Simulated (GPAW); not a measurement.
# A Rh chain with a Cl atom on top of one atom: converging a transmission

Wanted: a convergence study of zero-bias transport through a Rh chain with a Cl atom on top of one atom, with run times.

Main program and level: GPAW 26.7.0; GPAW LCAO, PAW setups; Landauer transmission from Green's functions with principal layers (ASE), zero bias.

Most raw output is cut from this account.

### Step 1. The structure

The cell holds 16 atoms: 15 Rh and 1 Cl. Its edges and angles: a = 9.000 Å, b = 9.000 Å, c = 34.500 Å, α = 90.0°, β = 90.0°, γ = 90.0°. Regions: left lead, 7 atoms (7 Rh); channel, 2 atoms (1 Rh and 1 Cl); right lead, 7 atoms (7 Rh). Vacuum lies along a and b. The structure is stacked along c, and the current runs across the ab planes.

### Step 2. Base settings

All settings start at ordinary values; they are then varied in turn, with meshes following the cell where its length changes.

run.py

```python
import json
import numpy as np
from ase import Atoms
from ase.transport.calculators import TransportCalculator
from gpaw import GPAW, FermiDirac
from gpaw.lcao.tools import get_lcao_hamiltonian
from scipy.linalg import eigh

# The junction with lead layers at both ends, along the third cell vector
device = Atoms(
    ['Rh', 'Rh', 'Rh', 'Rh', 'Rh', 'Rh', 'Rh', 'Rh', 'Cl', 'Rh', 'Rh', 'Rh', 'Rh', 'Rh', 'Rh', 'Rh'],
    positions=[
        [4.50000, 4.50000, 1.15000],
        [4.50000, 4.50000, 3.45000],
        [4.50000, 4.50000, 5.75000],
        [4.50000, 4.50000, 8.05000],
        [4.50000, 4.50000, 10.35000],
        [4.50000, 4.50000, 12.65000],
        [4.50000, 4.50000, 14.95000],
        [4.50000, 4.50000, 17.25000],
        [6.44080, 4.50000, 17.25000],
        [4.50000, 4.50000, 19.55000],
        [4.50000, 4.50000, 21.85000],
        [4.50000, 4.50000, 24.15000],
        [4.50000, 4.50000, 26.45000],
        [4.50000, 4.50000, 28.75000],
        [4.50000, 4.50000, 31.05000],
        [4.50000, 4.50000, 33.35000]],
    cell=[[9.0, 0.0, 0.0], [0.0, 9.0, 0.0], [0.0, 0.0, 34.5]],
    pbc=True)

# One principal layer of the lead: the first 5 atoms of the device
lead = Atoms(
    ['Rh', 'Rh', 'Rh', 'Rh', 'Rh'],
    positions=[
        [4.50000, 4.50000, 1.15000],
        [4.50000, 4.50000, 3.45000],
        [4.50000, 4.50000, 5.75000],
        [4.50000, 4.50000, 8.05000],
        [4.50000, 4.50000, 10.35000]],
    cell=[[9.0, 0.0, 0.0], [0.0, 9.0, 0.0], [0.0, 0.0, 11.5]],
    pbc=True)

settings = dict(mode='lcao', basis='dzp', xc='PBE', h=0.2,
                occupations=FermiDirac(0.1), maxiter=250,
                mixer=dict(beta=0.1, nmaxold=8, weight=100.0),
                convergence=dict(density=0.0001))
energies = np.arange(-3, 3 + 1e-9, 0.075)
eta = 0.0001
n1, n2 = 1, 1
# k and -k transmit alike, so half of the mesh across the current serves
mesh = [(i, j) for i in range(n1) for j in range(n2) if (i, j) <= (-i % n1, -j % n2)]
weights = np.array([1 if (i, j) == (-i % n1, -j % n2) else 2 for i, j in mesh]) / (n1 * n2)


def ground_state(atoms, size, txt):
    atoms.calc = GPAW(kpts={'size': size, 'gamma': True}, symmetry={'tolerance': 1e-3}, txt=txt, **settings)
    atoms.get_potential_energy()
    return atoms.calc.get_fermi_level()


def blocks(atoms, fermi, points, nz, cells):
    """H - E_F S and S between cell 0 and the cells above it, at each point across the current."""
    kz = np.arange(nz) / nz
    calc = atoms.calc.fixed_density(kpts=[(*k, z) for k in points for z in kz], symmetry='off', txt=None)
    H, S = get_lcao_hamiltonian(calc)
    H = (H - fermi * S).reshape(len(H), len(points), nz, *S.shape[1:])
    S = S.reshape(H.shape[1:])
    phases = [np.exp(-2j * np.pi * kz * R) / nz for R in cells]
    return [(np.einsum('skzij,z->ksij', H, p), np.einsum('kzij,z->kij', S, p)) for p in phases]


def pair(a, b):
    return np.block([[a, b], [b.T.conj(), a]])


def count_channels(h, s, cells, nk=240):
    """Half the number of times that the lead's bands cross each energy, unfolded to its shortest repeat."""
    b = len(h) // cells
    bands = []
    for k in (np.arange(nk + 1) + 0.5) / nk:
        hk, sk = h[:b, :b].copy(), s[:b, :b].copy()
        for R in range(1, cells):
            phase, block = np.exp(2j * np.pi * k * R), slice(R * b, (R + 1) * b)
            hk += h[:b, block] * phase + (h[:b, block] * phase).T.conj()
            sk += s[:b, block] * phase + (s[:b, block] * phase).T.conj()
        bands.append(eigh(hk, sk, eigvals_only=True))
    below = np.array(bands)[:, :, None] < energies
    return (below[1:] != below[:-1]).sum((0, 1)) / 2


fermi_lead = ground_state(lead, (1, 1, 10), 'lead.txt')
fermi_device = ground_state(device, (1, 1, 3), 'device.txt')
T, channels, eigen, tail, misfit, shifts = [], [], [], 0.0, 0.0, []
for first in range(0, len(mesh), 434):
    points = [(i / n1, j / n2) for i, j in mesh[first:first + 434]]
    (H0k, S0k), (H1k, S1k), (H2k, _) = blocks(lead, fermi_lead, points, 5, range(3))
    [(Hk, Sk)] = blocks(device, fermi_device, points, 2, [0])
    tail = max(tail, abs(H2k).max())
    for H0, S0, H1, S1, H, S in zip(H0k, S0k, H1k, S1k, Hk, Sk):
        n = len(S0)
        # Shift the lead onto the potential of the device's first layer
        shift = ((H[:, 0, 0] - H0[:, 0, 0]) / S0[0, 0]).real.mean()
        shifts.append(shift)
        misfit = max(misfit, abs(H[:, :n, :n] - H0 - shift * S0).max())
        Tk, Ck, Ek = [], [], []
        for s in range(len(H)):
            t = s % len(H0)  # a lead without moments serves both spins
            h1, s1 = pair(H0[t] + shift * S0, H1[t] + shift * S1), pair(S0, S1)
            leads = dict(h1=h1, s1=s1, energies=energies, eta=eta, eta1=eta, eta2=eta)
            calc = TransportCalculator(h=H[s], s=S, eigenchannels=0, **leads)
            Tk.append(calc.get_transmission())
            Ck.append(count_channels(h1, s1, 10))
        T.append(Tk)
        channels.append(Ck)
        eigen.append(Ek)
T, channels = np.array(T), np.array(channels)
mean, open_channels = np.einsum('kse,k->se', T, weights), np.einsum('kse,k->se', channels, weights)

print(f'basis functions: device {len(S)}, principal layer {n}')
print(f'Fermi level: lead {fermi_lead:.4f} eV, device {fermi_device:.4f} eV; lead shifted by {np.mean(shifts):.4f} eV')
print(f'largest coupling past the next layer {tail:.2e} eV, largest misfit of the first layer {misfit:.3f} eV')
print('  E-E_F (eV)   ' + 'T (one spin)  channels')
for e, t, c in zip(energies, mean.T, open_channels.T):
    print(f'{e:10.3f}  ', *[f'{x:11.4e}' for x in t], *[f'{x:9.4f}' for x in c])

kT = 8.617333e-5 * 300
fine = np.linspace(energies[0], energies[-1], 4001)
both = np.exp(np.interp(fine, energies, np.log(np.maximum(mean.sum(0) * 2 / len(mean), 1e-30))))
fermi = lambda mu: 1 / (1 + np.exp(np.clip((fine - mu) / kT, -200, 200)))
slope = fermi(0) * (1 - fermi(0)) / kT
G = np.trapezoid(both * slope, fine) / 2
seebeck = -np.trapezoid(both * slope * fine, fine) / (2 * G * 300) * 1e6
print(f'conductance at 300 K: {G:.5g} G0 a cell; thermopower {seebeck:.4g} uV/K')
bias = [0.1, 0.2, 0.5, 1.0, 1.5, 2.0]
current = [38.74 * np.trapezoid(both * (fermi(V / 2) - fermi(-V / 2)), fine) for V in bias]
for V, I in zip(bias, current):
    print(f'current from the zero-bias T(E) at {V} V: {I:.5g} uA')
zero = abs(energies).argmin()
json.dump(dict(energies=energies.tolist(), T=mean.tolist(), channels=open_channels.tolist(), G=G, seebeck=seebeck,
               bias=bias, current=current, tail=tail, misfit=misfit, shift=np.mean(shifts), n_device=len(S), n_lead=n,
               fermi=[fermi_lead, fermi_device], energy=device.get_potential_energy(),
               moments=device.get_magnetic_moments().tolist(), mesh=mesh, weights=weights.tolist(),
               T_k=T[:, :, zero].tolist(), eigen=np.array(eigen[0]).tolist()), open('result.json', 'w'))
```

Started as:

```sh
> OMP_NUM_THREADS=1 OPENBLAS_NUM_THREADS=2 python run.py
```

Wall time 4.8 min (2 threads of Intel Xeon Platinum 8259CL at 2.50GHz (Skylake/Cascade Lake), shared host); peak memory 1.4 GiB.

This run has no spin polarisation, although Rh can carry a moment.

Numbers from this step:

```yaml
conductance: 3.161 G₀
largest_coupling_past_the_next_principal_layer: 2.07e-4 eV
largest_misfit_of_the_first_principal_layer: 0.04400 eV
shift_that_aligns_the_lead: 0.001172 eV
basis_functions_of_the_junction: 418
basis_functions_of_a_principal_layer: 135
transmission_at_the_fermi_level_one_spin: 3.018
```

One spin. Table of transmission, zone mean by energy, zero at the Fermi level:

energy (eV), transmission, zone mean and a bar:
```
    -3.00       2.00 ##############
    -2.77       1.99 ##############
    -2.55       1.98 ##############
    -2.40       1.97 ##############
    -2.17       2.05 ##############
    -1.95       2.33 ################
    -1.73       2.71 ###################
    -1.57       2.86 ####################
    -1.35       2.96 ####################
    -1.12       2.96 ####################
    -0.90       3.46 ########################
    -0.75       3.88 ###########################
    -0.53       4.21 #############################
    -0.45       4.34 ##############################
    -0.30       4.25 #############################
    -0.07       3.68 #########################
     0.00       3.02 #####################
     0.07       2.99 #####################
     0.30       2.94 ####################
     0.53       2.88 ####################
     0.75       2.76 ###################
     0.90       2.43 #################
     1.12       0.41 ###
     1.35       0.32 ##
     1.57       0.18 #
     1.73       0.04 
     1.95       0.29 ##
     2.17       0.93 ######
     2.40       1.00 #######
     2.55       0.99 #######
     2.77       0.97 ######
     3.00       1.38 #########
```

Not self-consistent under bias; the bias window is split evenly. The current through one cell, from the zero-bias transmission by bias:

| bias (V) | current through one cell, from the zero-bias transmission (mA) |
| --- | --- |
| 0.100 | 0.0247 |
| 0.200 | 0.0504 |
| 0.500 | 0.132 |
| 1.000 | 0.272 |
| 1.500 | 0.403 |
| 2.000 | 0.518 |

Couplings past the next layer reach 2.1e-4 eV, small enough to drop; the matrix elements of the cell's first layer differ from the bulk lead's by up to 0.044 eV. That layer keeps its own values in the calculation, and only beyond it is the lead taken as perfect. The Fermi levels of lead and junction count from different zeros of potential, one for each periodic cell; with both set to zero, the small remaining shift is what aligns them. By hand: G = 3.161 × 77.48 μS = 245 μS, a resistance of 4.08 kΩ; at 0.1 V a linear junction would pass 24.5 μA, and the integral over the bias window gives 24.7 μA.

### Step 3. Width of the vacuum box

The images of the wire across the vacuum must not overlap or polarise each other.

The cell differs from the one that the last finished run ended in (a 9.000 → 5.000 Å, b 9.000 → 5.000 Å).

Changes to run.py since step 2:

```diff
@@ -12,19 +12,19 @@
     positions=[
-        [4.50000, 4.50000, 1.15000],
-        [4.50000, 4.50000, 3.45000],
-        [4.50000, 4.50000, 5.75000],
-        [4.50000, 4.50000, 8.05000],
-        [4.50000, 4.50000, 10.35000],
-        [4.50000, 4.50000, 12.65000],
-        [4.50000, 4.50000, 14.95000],
-        [4.50000, 4.50000, 17.25000],
-        [6.44080, 4.50000, 17.25000],
-        [4.50000, 4.50000, 19.55000],
-        [4.50000, 4.50000, 21.85000],
-        [4.50000, 4.50000, 24.15000],
-        [4.50000, 4.50000, 26.45000],
-        [4.50000, 4.50000, 28.75000],
-        [4.50000, 4.50000, 31.05000],
-        [4.50000, 4.50000, 33.35000]],
-    cell=[[9.0, 0.0, 0.0], [0.0, 9.0, 0.0], [0.0, 0.0, 34.5]],
+        [2.50000, 2.50000, 1.15000],
+        [2.50000, 2.50000, 3.45000],
+        [2.50000, 2.50000, 5.75000],
+        [2.50000, 2.50000, 8.05000],
+        [2.50000, 2.50000, 10.35000],
+        [2.50000, 2.50000, 12.65000],
+        [2.50000, 2.50000, 14.95000],
+        [2.50000, 2.50000, 17.25000],
+        [4.44080, 2.50000, 17.25000],
+        [2.50000, 2.50000, 19.55000],
+        [2.50000, 2.50000, 21.85000],
+        [2.50000, 2.50000, 24.15000],
+        [2.50000, 2.50000, 26.45000],
+        [2.50000, 2.50000, 28.75000],
+        [2.50000, 2.50000, 31.05000],
+        [2.50000, 2.50000, 33.35000]],
+    cell=[[5.0, 0.0, 0.0], [0.0, 5.0, 0.0], [0.0, 0.0, 34.5]],
     pbc=True)
@@ -35,8 +35,8 @@
     positions=[
-        [4.50000, 4.50000, 1.15000],
-        [4.50000, 4.50000, 3.45000],
-        [4.50000, 4.50000, 5.75000],
-        [4.50000, 4.50000, 8.05000],
-        [4.50000, 4.50000, 10.35000]],
-    cell=[[9.0, 0.0, 0.0], [0.0, 9.0, 0.0], [0.0, 0.0, 11.5]],
+        [2.50000, 2.50000, 1.15000],
+        [2.50000, 2.50000, 3.45000],
+        [2.50000, 2.50000, 5.75000],
+        [2.50000, 2.50000, 8.05000],
+        [2.50000, 2.50000, 10.35000]],
+    cell=[[5.0, 0.0, 0.0], [0.0, 5.0, 0.0], [0.0, 0.0, 11.5]],
     pbc=True)
```

Wall time 12 min (2 threads); peak memory 1.1 GiB.

This step gave:

| Item | Value |
| --- | --- |
| conductance | 3.154 G₀ |
| largest coupling past the next principal layer | 2.08e-4 eV |
| largest misfit of the first principal layer | 0.02494 eV |
| shift that aligns the lead | -5.56e-4 eV |
| transmission at the Fermi level (one spin) | 2.933 |
| open channels of the lead at the Fermi level (one spin) | 4 |

One spin. Table of transmission, zone mean by energy, zero at the Fermi level:

| energy (eV) | transmission, zone mean |
| --- | --- |
| -3.0000 | 1.97 |
| -2.7750 | 1.95 |
| -2.4750 | 2.11 |
| -2.2500 | 2.49 |
| -2.0250 | 2.83 |
| -1.7250 | 2.95 |
| -1.5000 | 2.96 |
| -1.4250 | 2.97 |
| -1.2750 | 2.45 |
| -0.9750 | 3.72 |
| -0.7500 | 4.14 |
| -0.5250 | 4.54 |
| -0.4500 | 4.58 |
| -0.2250 | 4.54 |
| 0.0000 | 2.93 |
| 0.2250 | 2.94 |
| 0.5250 | 2.91 |
| 0.7500 | 2.80 |
| 0.9750 | 1.98 |
| 1.2750 | 0.0640 |
| 1.5000 | 0.633 |
| 1.7250 | 0.960 |
| 2.0250 | 0.993 |
| 2.2500 | 0.968 |
| 2.4750 | 0.944 |
| 2.7750 | 0.921 |
| 3.0000 | 0.908 |

Crossings of the lead's bands, unfolded to its shortest repeat. Table of open channels, zone mean by energy, zero at the Fermi level:

| energy (eV) | open channels, zone mean |
| --- | --- |
| -3.00 | 3 |
| -2.85 | 3 |
| -2.70 | 3 |
| -2.55 | 3 |
| -2.33 | 3 |
| -2.17 | 3 |
| -2.02 | 3 |
| -1.88 | 3 |
| -1.73 | 3 |
| -1.57 | 3 |
| -1.35 | 3 |
| -1.20 | 4 |
| -1.05 | 6 |
| -0.90 | 6 |
| -0.75 | 6 |
| -0.60 | 6 |
| -0.38 | 6 |
| -0.23 | 6 |
| -0.07 | 6 |
| 0.00 | 4 |
| 0.07 | 4 |
| 0.23 | 4 |
| 0.38 | 4 |
| 0.60 | 4 |
| 0.75 | 4 |
| 0.90 | 3 |
| 1.05 | 3 |
| 1.20 | 1 |
| 1.35 | 1 |
| 1.57 | 1 |
| 1.73 | 1 |
| 1.88 | 1 |
| 2.02 | 1 |
| 2.17 | 1 |
| 2.33 | 1 |
| 2.55 | 1 |
| 2.70 | 1 |
| 2.85 | 1 |
| 3.00 | 1 |

Not self-consistent under bias; the bias window is split evenly. Current through one cell, from the zero-bias transmission against bias:

| bias (V) | current through one cell, from the zero-bias transmission (mA) |
| --- | --- |
| 0.100 | 0.0248 |
| 0.200 | 0.0510 |
| 0.500 | 0.136 |
| 1.000 | 0.280 |
| 1.500 | 0.421 |
| 2.000 | 0.541 |

The conductance, 3.15 G₀, lies 0.2 % below that of the base run.

### Step 4. Varying the width of the vacuum box, box 6 Å

The cell differs from the one that the last finished run ended in (a 5.000 → 6.000 Å, b 5.000 → 6.000 Å).

Changes to run.py since step 3:

```diff
@@ -12,19 +12,19 @@
     positions=[
-        [2.50000, 2.50000, 1.15000],
-        [2.50000, 2.50000, 3.45000],
-        [2.50000, 2.50000, 5.75000],
-        [2.50000, 2.50000, 8.05000],
-        [2.50000, 2.50000, 10.35000],
-        [2.50000, 2.50000, 12.65000],
-        [2.50000, 2.50000, 14.95000],
-        [2.50000, 2.50000, 17.25000],
-        [4.44080, 2.50000, 17.25000],
-        [2.50000, 2.50000, 19.55000],
-        [2.50000, 2.50000, 21.85000],
-        [2.50000, 2.50000, 24.15000],
-        [2.50000, 2.50000, 26.45000],
-        [2.50000, 2.50000, 28.75000],
-        [2.50000, 2.50000, 31.05000],
-        [2.50000, 2.50000, 33.35000]],
-    cell=[[5.0, 0.0, 0.0], [0.0, 5.0, 0.0], [0.0, 0.0, 34.5]],
+        [3.00000, 3.00000, 1.15000],
+        [3.00000, 3.00000, 3.45000],
+        [3.00000, 3.00000, 5.75000],
+        [3.00000, 3.00000, 8.05000],
+        [3.00000, 3.00000, 10.35000],
+        [3.00000, 3.00000, 12.65000],
+        [3.00000, 3.00000, 14.95000],
+        [3.00000, 3.00000, 17.25000],
+        [4.94080, 3.00000, 17.25000],
+        [3.00000, 3.00000, 19.55000],
+        [3.00000, 3.00000, 21.85000],
+        [3.00000, 3.00000, 24.15000],
+        [3.00000, 3.00000, 26.45000],
+        [3.00000, 3.00000, 28.75000],
+        [3.00000, 3.00000, 31.05000],
+        [3.00000, 3.00000, 33.35000]],
+    cell=[[6.0, 0.0, 0.0], [0.0, 6.0, 0.0], [0.0, 0.0, 34.5]],
     pbc=True)
@@ -35,8 +35,8 @@
     positions=[
-        [2.50000, 2.50000, 1.15000],
-        [2.50000, 2.50000, 3.45000],
-        [2.50000, 2.50000, 5.75000],
-        [2.50000, 2.50000, 8.05000],
-        [2.50000, 2.50000, 10.35000]],
-    cell=[[5.0, 0.0, 0.0], [0.0, 5.0, 0.0], [0.0, 0.0, 11.5]],
+        [3.00000, 3.00000, 1.15000],
+        [3.00000, 3.00000, 3.45000],
+        [3.00000, 3.00000, 5.75000],
+        [3.00000, 3.00000, 8.05000],
+        [3.00000, 3.00000, 10.35000]],
+    cell=[[6.0, 0.0, 0.0], [0.0, 6.0, 0.0], [0.0, 0.0, 11.5]],
     pbc=True)
```

Run time: 7.9 min. Hardware: 2 threads; peak memory 1.1 GiB.

This step gave:

- conductance: 3.162 G₀
- largest coupling past the next principal layer: 2.07e-4 eV
- largest misfit of the first principal layer: 0.03690 eV
- shift that aligns the lead: 0.001006 eV
- transmission at the Fermi level (one spin): 2.978

One spin. Transmission, zone mean against energy, zero at the Fermi level:

| energy (eV) | transmission, zone mean |
| --- | --- |
| -3.0000 | 2.01 |
| -2.7750 | 2.00 |
| -2.4750 | 1.97 |
| -2.2500 | 2.01 |
| -2.0250 | 2.25 |
| -1.7250 | 2.77 |
| -1.5000 | 2.93 |
| -1.2750 | 2.97 |
| -1.0500 | 4.09 |
| -0.9750 | 3.55 |
| -0.7500 | 3.87 |
| -0.5250 | 4.34 |
| -0.4500 | 4.47 |
| -0.2250 | 4.42 |
| 0.0000 | 2.98 |
| 0.2250 | 2.93 |
| 0.5250 | 2.88 |
| 0.7500 | 2.79 |
| 0.9750 | 2.07 |
| 1.2750 | 0.106 |
| 1.5000 | 0.0351 |
| 1.7250 | 0.709 |
| 2.0250 | 0.999 |
| 2.2500 | 0.985 |
| 2.4750 | 0.964 |
| 2.7750 | 0.945 |
| 3.0000 | 0.936 |

Not self-consistent under bias; the bias window is split evenly. Current through one cell, from the zero-bias transmission against bias:

| bias (V) | current through one cell, from the zero-bias transmission (mA) |
| --- | --- |
| 0.100 | 0.0248 |
| 0.200 | 0.0507 |
| 0.500 | 0.134 |
| 1.000 | 0.276 |
| 1.500 | 0.410 |
| 2.000 | 0.530 |

The conductance equals that of the base run to 0.2 %.

[end of part 1 of 3]

[Logs are printed without paths, hosts, clocks, repeated set-up lines and the standing remarks that a program may print on its own settings, such as how far it seeks lower states.]

[Hosts, paths, dates, database ids (printed as entryN), source tags and the programs' standing remarks are cut or masked in the printed files.]
